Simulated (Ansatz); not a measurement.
## La on Cu(100): change of the work function

Wanted: Δφ(θ) for La/Cu(100), starting from the hollow site.

Program: Ansatz 0.2.0. Level of theory: plane-wave DFT, PBE, Ansatz PAW. Results are calculated unless marked as measured.

**1. Starting point**

The cell holds 4 atoms: 4 Cu. Its edges and angles: a = 2.553 Å, b = 2.553 Å, c = 23.415 Å, α = 90.0°, β = 90.0°, γ = 90.0°. Vacuum lies along c.

**2. The clean slab**

The bare slab comes first, as the zero from which every change is counted. The two lowest layers are held at bulk places and the upper ones relax. The dipole correction removes the false field that a one-sided slab makes across the periodic vacuum, so each face gets a flat vacuum level of its own.

File input.yaml:

```yaml
crystal:
  lattice:
    - [2.5526554801, 0.0, 0.0]
    - [0.0, 2.5526554801, 0.0]
    - [0.0, 0.0, 23.415]
  atoms:
    - { symbol: Cu, position: [0.5, 0.5, 0.3843689942] }
    - { symbol: Cu, position: [0.0, 0.0, 0.4614563314] }
    - { symbol: Cu, position: [0.5, 0.5, 0.5385436686] }
    - { symbol: Cu, position: [0.0, 0.0, 0.6156310058] }
kpoints:
  mp_grid: { grid: [12, 12, 1] }
hamiltonian:
  xc: pbe
scf:
  occupations: { method: fermi_dirac, width: 0.1 }
  convergence: { dr2_threshold: 1.0e-08 }
efield:
  axis: 3
  dipole_correction: true
  ramp_position: 0.97
  ramp_width: 0.06
relax:
  f_tol: 0.02
  max_steps: 60
  constraints: [{ sites: [0, 1] }]
output:
  write_potential: true
  write_density: true
  volumetric_format: npy
```

Launch:

```sh
ansatz run input.yaml --threads 4 --pin off --max-ram 16384MiB --backend cpu --events-out ev --progress --plain --runs-dir out
```

Numbers of over 12 decimals in the logs are rounded to 6 here.

The program printed:

```text
Engine: ansatz 0.2.0, aarch64-unknown-linux-gnu
Pseudopotentials: kind: paw
Pseudopotential: Cu, paw, valence charge 19, recommended cutoff 420 eV (normal), Cu.paw.azcp
Functional definition: PBE
  parameter kappa = 0.804
  parameter beta = 0.066725
  exchange = pbe_x(kappa = kappa, mu = beta*pi^2/3)
  correlation = pbe_c(beta = beta)
Crystal: 4 atoms, lattice volume = 152.573 Å³
Basis set: ecut = 420 eV, 3011 PW (Γ), exchange–correlation on 36×36×320 points (8 copies of the dense FFT grid, shifted against one another)
Bands: 46, of which v1, the nominal top of the filled ones, is band 38 counted from 1 (37 counted from 0)
Symmetry: 8 space group operations
k-points: 28 of 144
Non-local potential: Cu, projectors of the file, l = 0: 3, l = 1: 2, l = 2: 3, l = 3: 1
PAW form: soft (Blöchl's): semilocal exchange-correlation on the pseudo side does not see the compensation charge
PAW one-centre angular grid: Cu, 590 points (default); XC on 64 Gauss nodes
Initial density: superposition of atomic densities (neutral atoms: chi_scale 0, normalization atom), corrected by the library's trained network
Initial wavefunctions: pseudopotential atomic-orbital guess
Functional: x = pbe(κ = 0.804, μ = 0.219515), c = pbe(β = 0.066725)
SCF iter   1: F=—  HF=-26499.487320 eV  |F-HF|=—  |Δ(HF+E_count)|=         —  Δρ=1.44e-3  dr2=1.11e-2  ethr=1.77e-3  p=-0.000 e·Å  D=-7.17e-15 V/Å  ΔV_dip=0.00 eV  dr2_dipole=9.36e-9  V_vac-E_F(+/−)=4.49/4.49 eV  ⟨swp⟩=8.7  Hψ=5648  notcnv=0  defer=4
efield: sawtooth ramp at fractional position 0.9700 (set: `efield.ramp_position`, or a place that a band, a saddle search or an elastic batch's reference lends), width 0.0600; the density the first Hamiltonian is built on has a dipole p = -0.000 e·Å; the dipole correction subtracts the counter field D = -7.17e-15 V/Å, which shifts the + side's vacuum level by +0.00 eV against the − side's; the planar-averaged density in the ramp window peaks in size at 3.2e-5 e/Å³
preconditioner: auto → LDOS  [metal: Δε(μ)=0.060 eV  Ē_g=8.062 eV  σ=0.100 eV  W_gap=0.15  n_scr=18 (ndim 8)  ℏωp=19.9 eV  f_vac=0.639  D(μ)=1.29/eV (n_scr^D=8)  β→1.0]
SCF iter   2: F=—  HF=-26499.492234 eV  |F-HF|=—  |Δ(HF+E_count)|=   4.91e-3  Δρ=1.83e-3  dr2=4.23e-3  ethr=1.46e-5  p=-0.000 e·Å  D=-6.15e-6 V/Å  ΔV_dip=0.00 eV  dr2_dipole=8.99e-8  V_vac-E_F(+/−)=4.58/4.58 eV  ⟨swp⟩=2.9  Hψ=2867  notcnv=0  defer=39
SCF iter   3: F=—  HF=-26499.491934 eV  |F-HF|=—  |Δ(HF+E_count)|=   3.00e-4  Δρ=1.46e-3  dr2=1.64e-3  ethr=5.57e-6  p=-0.000 e·Å  D=-3.99e-5 V/Å  ΔV_dip=0.00 eV  dr2_dipole=2.09e-7  V_vac-E_F(+/−)=4.57/4.57 eV  ⟨swp⟩=2.5  Hψ=2210  notcnv=0  defer=39
SCF iter   4: F=—  HF=-26499.491508 eV  |F-HF|=—  |Δ(HF+E_count)|=   4.25e-4  Δρ=1.91e-4  dr2=1.24e-4  ethr=2.16e-6  p=0.000 e·Å  D=2.29e-5 V/Å  ΔV_dip=-0.00 eV  dr2_dipole=3.76e-9  V_vac-E_F(+/−)=4.57/4.57 eV  ⟨swp⟩=2.0  Hψ=1832  notcnv=0  defer=39
SCF iter   5: F=—  HF=-26499.491515 eV  |F-HF|=—  |Δ(HF+E_count)|=   6.70e-6  Δρ=1.10e-4  dr2=2.44e-5  ethr=1.63e-7  p=-0.000 e·Å  D=-1.13e-5 V/Å  ΔV_dip=0.00 eV  dr2_dipole=1.49e-9  V_vac-E_F(+/−)=4.58/4.58 eV  ⟨swp⟩=2.1  Hψ=1761  notcnv=0  defer=39
SCF iter   6: F=—  HF=-26499.491522 eV  |F-HF|=—  |Δ(HF+E_count)|=   7.00e-6  Δρ=1.05e-4  dr2=1.04e-5  ethr=3.21e-8  p=0.000 e·Å  D=2.18e-5 V/Å  ΔV_dip=-0.00 eV  dr2_dipole=1.22e-8  V_vac-E_F(+/−)=4.58/4.58 eV  ⟨swp⟩=2.0  Hψ=1843  notcnv=0  defer=39
SCF iter   7: F=—  HF=-26499.491515 eV  |F-HF|=—  |Δ(HF+E_count)|=   7.04e-6  Δρ=2.78e-5  dr2=8.10e-7  ethr=1.37e-8  p=0.000 e·Å  D=4.93e-6 V/Å  ΔV_dip=-0.00 eV  dr2_dipole=2.35e-11  V_vac-E_F(+/−)=4.58/4.58 eV  ⟨swp⟩=2.1  Hψ=1733  notcnv=0  defer=39
SCF iter   8: F=—  HF=-26499.491526 eV  |F-HF|=—  |Δ(HF+E_count)|=   1.13e-5  Δρ=2.01e-5  dr2=4.10e-7  ethr=1.07e-9  p=0.000 e·Å  D=3.53e-6 V/Å  ΔV_dip=-0.00 eV  dr2_dipole=2.39e-9  V_vac-E_F(+/−)=4.58/4.58 eV  ⟨swp⟩=2.0  Hψ=1851  notcnv=0  defer=39
SCF iter   9: F=—  HF=-26499.491526 eV  |F-HF|=—  |Δ(HF+E_count)|=   1.27e-7  Δρ=8.58e-6  dr2=8.09e-8  ethr=5.39e-10  p=0.000 e·Å  D=5.33e-7 V/Å  ΔV_dip=-0.00 eV  dr2_dipole=3.71e-10  V_vac-E_F(+/−)=4.58/4.58 eV  ⟨swp⟩=2.0  Hψ=1812  notcnv=0  defer=39
SCF iter  10: F=-26499.491526 eV  HF=-26499.491526 eV  |F-HF|=5.55e-8  |Δ(HF+E_count)|=   3.77e-8  Δρ=1.16e-6  dr2=1.64e-9  ethr=1.32e-11  p=0.000 e·Å  D=2.47e-7 V/Å  ΔV_dip=-0.00 eV  dr2_dipole=7.83e-12  V_vac-E_F(+/−)=4.58/4.58 eV  ⟨swp⟩=8.1  Hψ=9194  notcnv=0
SCF 1 converged in 10 iterations: F = -26499.491526 eV  dr2 = 1.64e-9
  greatest PAW one-centre occupation: 1.000 electrons in one spin orbital (limit 2), on the Cu atom at site 3 (counted from 0), in its partial waves of l = 0
relax step   1: F+E_penalty+E_count = -26499.49152650 eV  Δ(F+E_penalty+E_count) = +0.000e0 eV  max|allowed force component| = 2.181e-1 eV/Å  Δτ_max = 0.0000 Å  (10 SCF iters, accepted)
Initial density: handed on by an earlier stage of this run
Initial wavefunctions: those handed on with the density
iter 1 solved again at ethr=4.94e-7 eV; its pass at ethr=3.10e-3 eV (dr2=3.76e-4 eV) is discarded
SCF iter   1: F=—  HF=-26499.493642 eV  |F-HF|=—  |Δ(HF+E_count)|=         —  Δρ=7.18e-4  dr2=3.81e-4  ethr=4.94e-7  p=0.000 e·Å  D=6.55e-7 V/Å  ΔV_dip=-0.00 eV  dr2_dipole=5.33e-7  V_vac-E_F(+/−)=4.58/4.58 eV  ⟨swp⟩=2.8  Hψ=4247  notcnv=0  defer=52
efield: sawtooth ramp at fractional position 0.9700 (set: `efield.ramp_position`, or a place that a band, a saddle search or an elastic batch's reference lends), width 0.0600; the density the first Hamiltonian is built on has a dipole p = 0.000 e·Å; the dipole correction subtracts the counter field D = 6.55e-7 V/Å, which shifts the + side's vacuum level by -0.00 eV against the − side's; the planar-averaged density in the ramp window peaks in size at 2.3e-5 e/Å³
preconditioner: auto → LDOS  [metal: Δε(μ)=0.090 eV  Ē_g=8.129 eV  σ=0.100 eV  W_gap=0.22  n_scr=18 (ndim 8)  ℏωp=19.9 eV  f_vac=0.638  D(μ)=1.28/eV (n_scr^D=8)  β→1.0]
SCF iter   2: F=—  HF=-26499.493463 eV  |F-HF|=—  |Δ(HF+E_count)|=   1.80e-4  Δρ=1.93e-4  dr2=8.92e-5  ethr=4.94e-7  p=0.000 e·Å  D=2.69e-4 V/Å  ΔV_dip=-0.01 eV  dr2_dipole=1.27e-5  V_vac-E_F(+/−)=4.58/4.58 eV  ⟨swp⟩=2.1  Hψ=2198  notcnv=0  defer=52
SCF iter   3: F=—  HF=-26499.493458 eV  |F-HF|=—  |Δ(HF+E_count)|=   4.73e-6  Δρ=1.84e-4  dr2=3.53e-5  ethr=1.17e-7  p=0.000 e·Å  D=1.03e-4 V/Å  ΔV_dip=-0.00 eV  dr2_dipole=5.88e-7  V_vac-E_F(+/−)=4.58/4.58 eV  ⟨swp⟩=2.0  Hψ=1859  notcnv=0  defer=52
SCF iter   4: F=—  HF=-26499.493455 eV  |F-HF|=—  |Δ(HF+E_count)|=   2.82e-6  Δρ=9.12e-5  dr2=8.65e-6  ethr=4.64e-8  p=0.000 e·Å  D=1.63e-4 V/Å  ΔV_dip=-0.00 eV  dr2_dipole=1.04e-7  V_vac-E_F(+/−)=4.58/4.58 eV  ⟨swp⟩=2.0  Hψ=1849  notcnv=0  defer=52
SCF iter   5: F=—  HF=-26499.493458 eV  |F-HF|=—  |Δ(HF+E_count)|=   3.12e-6  Δρ=2.20e-5  dr2=5.03e-7  ethr=1.14e-8  p=0.000 e·Å  D=1.56e-4 V/Å  ΔV_dip=-0.00 eV  dr2_dipole=1.16e-8  V_vac-E_F(+/−)=4.58/4.58 eV  ⟨swp⟩=2.0  Hψ=1786  notcnv=0  defer=52
SCF iter   6: F=—  HF=-26499.493458 eV  |F-HF|=—  |Δ(HF+E_count)|=   2.31e-7  Δρ=1.23e-5  dr2=1.50e-7  ethr=6.62e-10  p=0.000 e·Å  D=1.63e-4 V/Å  ΔV_dip=-0.00 eV  dr2_dipole=2.72e-9  V_vac-E_F(+/−)=4.58/4.58 eV  ⟨swp⟩=2.0  Hψ=1850  notcnv=0  defer=52
SCF iter   7: F=-26499.493458 eV  HF=-26499.493458 eV  |F-HF|=7.91e-9  |Δ(HF+E_count)|=   8.22e-8  Δρ=2.24e-6  dr2=5.36e-9  ethr=1.32e-11  p=0.000 e·Å  D=1.65e-4 V/Å  ΔV_dip=-0.00 eV  dr2_dipole=5.96e-12  V_vac-E_F(+/−)=4.58/4.58 eV  ⟨swp⟩=8.1  Hψ=9402  notcnv=0
SCF 2 converged in 7 iterations: F = -26499.493458 eV  dr2 = 5.36e-9
  greatest PAW one-centre occupation: 1.000 electrons in one spin orbital (limit 2), on the Cu atom at site 0 (counted from 0), in its partial waves of l = 0
relax step   2: F+E_penalty+E_count = -26499.49345845 eV  Δ(F+E_penalty+E_count) = -1.932e-3 eV  max|allowed force component| = 1.395e-1 eV/Å  Δτ_max = 0.0117 Å  (7 SCF iters, accepted)
SCF iter   1: F=—  HF=-26499.495296 eV  |F-HF|=—  |Δ(HF+E_count)|=         —  Δρ=1.19e-3  dr2=9.92e-4  ethr=1.36e-5  p=0.000 e·Å  D=1.65e-4 V/Å  ΔV_dip=-0.00 eV  dr2_dipole=3.18e-9  V_vac-E_F(+/−)=4.58/4.58 eV  ⟨swp⟩=3.2  Hψ=3121  notcnv=0  defer=52
efield: sawtooth ramp at fractional position 0.9700 (set: `efield.ramp_position`, or a place that a band, a saddle search or an elastic batch's reference lends), width 0.0600; the density the first Hamiltonian is built on has a dipole p = 0.000 e·Å; the dipole correction subtracts the counter field D = 1.65e-4 V/Å, which shifts the + side's vacuum level by -0.00 eV against the − side's; the planar-averaged density in the ramp window peaks in size at 2.2e-5 e/Å³
preconditioner: auto → LDOS  [metal: Δε(μ)=0.088 eV  Ē_g=8.129 eV  σ=0.100 eV  W_gap=0.21  n_scr=18 (ndim 8)  ℏωp=19.9 eV  f_vac=0.638  D(μ)=1.29/eV (n_scr^D=8)  β→1.0]
SCF iter   2: F=—  HF=-26499.494825 eV  |F-HF|=—  |Δ(HF+E_count)|=   4.71e-4  Δρ=3.85e-4  dr2=2.55e-4  ethr=1.31e-6  p=0.000 e·Å  D=5.86e-4 V/Å  ΔV_dip=-0.01 eV  dr2_dipole=3.47e-5  V_vac-E_F(+/−)=4.57/4.58 eV  ⟨swp⟩=2.0  Hψ=2546  notcnv=0  defer=52
SCF iter   3: F=—  HF=-26499.494799 eV  |F-HF|=—  |Δ(HF+E_count)|=   2.58e-5  Δρ=4.05e-4  dr2=1.71e-4  ethr=3.36e-7  p=0.000 e·Å  D=4.58e-4 V/Å  ΔV_dip=-0.01 eV  dr2_dipole=3.20e-6  V_vac-E_F(+/−)=4.57/4.58 eV  ⟨swp⟩=2.2  Hψ=2080  notcnv=0  defer=52
SCF iter   4: F=—  HF=-26499.494776 eV  |F-HF|=—  |Δ(HF+E_count)|=   2.40e-5  Δρ=6.85e-5  dr2=6.36e-6  ethr=2.25e-7  p=0.000 e·Å  D=4.56e-4 V/Å  ΔV_dip=-0.01 eV  dr2_dipole=2.49e-7  V_vac-E_F(+/−)=4.57/4.58 eV  ⟨swp⟩=2.0  Hψ=1803  notcnv=0  defer=52
SCF iter   5: F=—  HF=-26499.494796 eV  |F-HF|=—  |Δ(HF+E_count)|=   2.04e-5  Δρ=2.59e-5  dr2=9.69e-7  ethr=8.37e-9  p=0.000 e·Å  D=4.76e-4 V/Å  ΔV_dip=-0.01 eV  dr2_dipole=9.11e-8  V_vac-E_F(+/−)=4.57/4.58 eV  ⟨swp⟩=2.9  Hψ=1992  notcnv=0  defer=52
SCF iter   6: F=—  HF=-26499.494796 eV  |F-HF|=—  |Δ(HF+E_count)|=   1.95e-7  Δρ=7.49e-6  dr2=6.43e-8  ethr=1.27e-9  p=0.000 e·Å  D=4.75e-4 V/Å  ΔV_dip=-0.01 eV  dr2_dipole=4.70e-9  V_vac-E_F(+/−)=4.57/4.58 eV  ⟨swp⟩=2.0  Hψ=1717  notcnv=0  defer=52
SCF iter   7: F=—  HF=-26499.494796 eV  |F-HF|=—  |Δ(HF+E_count)|=   2.25e-7  Δρ=3.81e-6  dr2=1.47e-8  ethr=1.32e-11  p=0.000 e·Å  D=4.89e-4 V/Å  ΔV_dip=-0.01 eV  dr2_dipole=1.12e-10  V_vac-E_F(+/−)=4.57/4.58 eV  ⟨swp⟩=9.8  Hψ=9018  notcnv=0
SCF iter   8: F=—  HF=-26499.494796 eV  |F-HF|=—  |Δ(HF+E_count)|=   7.59e-8  Δρ=3.61e-6  dr2=1.52e-8  ethr=1.32e-11  p=0.000 e·Å  D=4.94e-4 V/Å  ΔV_dip=-0.01 eV  dr2_dipole=3.72e-10  V_vac-E_F(+/−)=4.57/4.58 eV  ⟨swp⟩=9.1  Hψ=8386  notcnv=0
SCF iter   9: F=-26499.494796 eV  HF=-26499.494796 eV  |F-HF|=1.08e-9  |Δ(HF+E_count)|=   1.26e-8  Δρ=1.23e-6  dr2=2.58e-9  ethr=1.32e-11  p=0.000 e·Å  D=4.96e-4 V/Å  ΔV_dip=-0.01 eV  dr2_dipole=1.01e-10  V_vac-E_F(+/−)=4.57/4.58 eV  ⟨swp⟩=6.8  Hψ=8438  notcnv=0
SCF 3 converged in 9 iterations: F = -26499.494796 eV  dr2 = 2.58e-9
relax step   3: F+E_penalty+E_count = -26499.49479638 eV  Δ(F+E_penalty+E_count) = -1.338e-3 eV  max|allowed force component| = 2.096e-3 eV/Å  Δτ_max = 0.0196 Å  (9 SCF iters, accepted)
NSCF: frozen V_eff on 28 k-points
the band table was solved once a step of the walk had ended and its energy, with any forces and stress, was formed, with the checks that follow a solve (6803 applications of the Hamiltonian). They found nothing against the state; the energy, forces and stress were not computed again (output.eigenvalues in the input reference)
WARN: The output density's exchange-correlation potential varies sharply where the density is thin. Do not read a vacuum level from v_tot or v_xc, or from such a field of the output density. On a cell that repeats whose density bears no net charge and no dipole along the vacuum's axis use v_es (v_loc + v_h of the components); under efield.dipole_correction with no amplitude use v_es + v_field, which holds any externa [...]
SCF converged after 9 iterations
Free energy (F): -26499.494796 eV
Harris-Foulkes:  -26499.494796 eV  (|F-HF|=1.08e-9)
Internal energy: -26499.450325 eV  (E = F + TS)
E sigma→0 (E₀):  -26499.472561 eV
Entropy (-TS):   -0.044472 eV (-11.118 meV/atom)
Fermi energy:    2.077824 eV
Dipole field:    D = 0.000480 V/Å  (p = 0.000405 e·Å, saw-weighted, corrected)
Work function:   Φ+ = 4.5707 eV   Φ− = 4.5819 eV
Levels:          The Fermi level and band energies are counted from a zero that moves with the ramp; work functions are not
--- Per-component energies (eV) ---
  E_band       = -2536.166481
  E_kinetic    = 1198.309528
  E_local      = -168854.316736  (includes V_loc(G=0)·N_el)
  E_nonlocal   = 1567.140432
  E_hartree    = 82915.850747
  E_xc         = -355.051919
  E_vxc        = -457.887175  (∫ρ·V_xc dr)
  E_paw        = -6658.907342  (= ΣΔE_a)
  E_vpaw       = -1821.114881  (= ΣTr[D̂ρ^β])
  E_aug_tail   = 0.001125  (compensation charges beyond the density's cutoff)
  E_efield     = 0.000000  (sawtooth field / dipole correction)
  E_vefield    = -0.000313  (∫n·V_field dr)
  E_ewald      = 63687.523840
  E_smearing   = -0.044472  (= −TS)
  E_closure    = -0.000000  (closes the sum)
  Σ components = -26499.494796   (vs F -26499.494796, Δ=0.00e0)
--- Forces (eV/Å), atoms counted from 1 ---
  atom   1  Cu     0.00000000     0.00000000     0.10441413
  atom   2  Cu    -0.00000000     0.00000000    -0.10661282
  atom   3  Cu     0.00000000     0.00000000     0.00010979
  atom   4  Cu     0.00000000     0.00000000     0.00209603
  max |Σ_I F_I| component: 7.12e-6 eV/Å
--- Band table (eV; the first three rows and the last of 28) ---
  k-point 0: bands = [... 34 lower, 0.3997, 0.6183, 0.6474, 0.6474, 0.6479, 1.6164, 3.1949, 6.4525, ... 4 higher]
  k-point 1: bands = [... 34 lower, 0.4671, 0.5052, 0.5494, 0.6055, 0.6780, 1.9009, 3.5303, 6.6065, ... 4 higher]
  k-point 2: bands = [... 34 lower, 0.4625, 0.4862, 0.5546, 0.6159, 0.6727, 2.5350, 4.3478, 7.0666, ... 4 higher]
  k-point 27: bands = [... 34 lower, 1.0039, 1.0231, 4.5597, 4.5597, 6.7457, 6.7457, 9.5125, 9.5174, ... 4 higher]
--- Relaxed structure (3 steps of the walk, 3 accepted, 0 SCFs on fresh bases) ---
  F+E_penalty+E_count = -26499.49479638 eV   max|allowed force component| = 2.096e-3 eV/Å
  atoms:
    - { symbol: Cu, position: [0.5, 0.5, 0.384369] }
    - { symbol: Cu, position: [0.0, 0.0, 0.461456] }
    - { symbol: Cu, position: [0.5, 0.5, 0.539882] }
    - { symbol: Cu, position: [0, 0.0, 0.615758] }
```

The job ended after 20 s (4 threads of Arm Neoverse V1, shared host; peak memory 0.51 GiB; 75 s of CPU time).

Relaxation path:

```csv
step,energy less that of the first step (eV),largest force component (eV/Å)
1,0.0000,0.2181
2,-0.0019,0.1395
3,-0.0033,0.0021
```

The run keeps the 8 symmetry operations that it works with, so distortions that break them were not tested.

The atoms that moved most (Å):

```csv
atom,dx,dy,dz,length
Cu3,0.000,0.000,0.031,0.031
```

The relaxed structure:

```xyz
4
Lattice="2.5527 0.0000 0.0000 0.0000 2.5527 0.0000 0.0000 0.0000 23.4150" Properties=species:S:1:pos:R:3
Cu    1.2763    1.2763    9.0000
Cu    0.0000    0.0000   10.8050
Cu    1.2763    1.2763   12.6413
Cu    0.0000    0.0000   14.4180
```

This step gave:

| Property | Result |
| --- | --- |
| energy at zero smearing | -26499.4726 eV |
| work function, upper face | 4.571 eV |
| dipole along the normal | 4.05e-4 e·Å |

Running mean over 1.805 Å of the planar mean; the ramp of the sawtooth is left out. Electron's electrostatic potential energy less the Fermi level against z:

```csv
z (Å),electron's electrostatic potential energy less the Fermi level (eV)
3,4.58
4,4.58
5,4.58
6,4.54
7,4.10
8,-1.44
9,-8.30
10,-8.72
11,-8.72
12,-8.55
13,-8.94
14,-8.80
15,-5.53
16,3.08
17,4.46
18,4.56
19,4.57
20,4.57
```

The relaxation took 3 steps and lowered the energy by 0.0033 eV; the largest force on the free atoms ends at 0.0021 eV/Å.

The work function of the upper face is 4.57 eV.

[end of part 1 of 3]

[Logs are printed without paths, hosts, clocks, repeated set-up lines and the standing remarks that a program may print on its own settings, such as how far it seeks lower states.]

[Hosts, paths, dates, database ids (printed as entryN), source tags and the programs' standing remarks are cut or masked in the printed files.]

[Maps of the electrostatic potential energy from Ansatz leave out the sawtooth potential of an applied field or a dipole correction, so their vacuum need not be flat; planar profiles and work functions include it.]
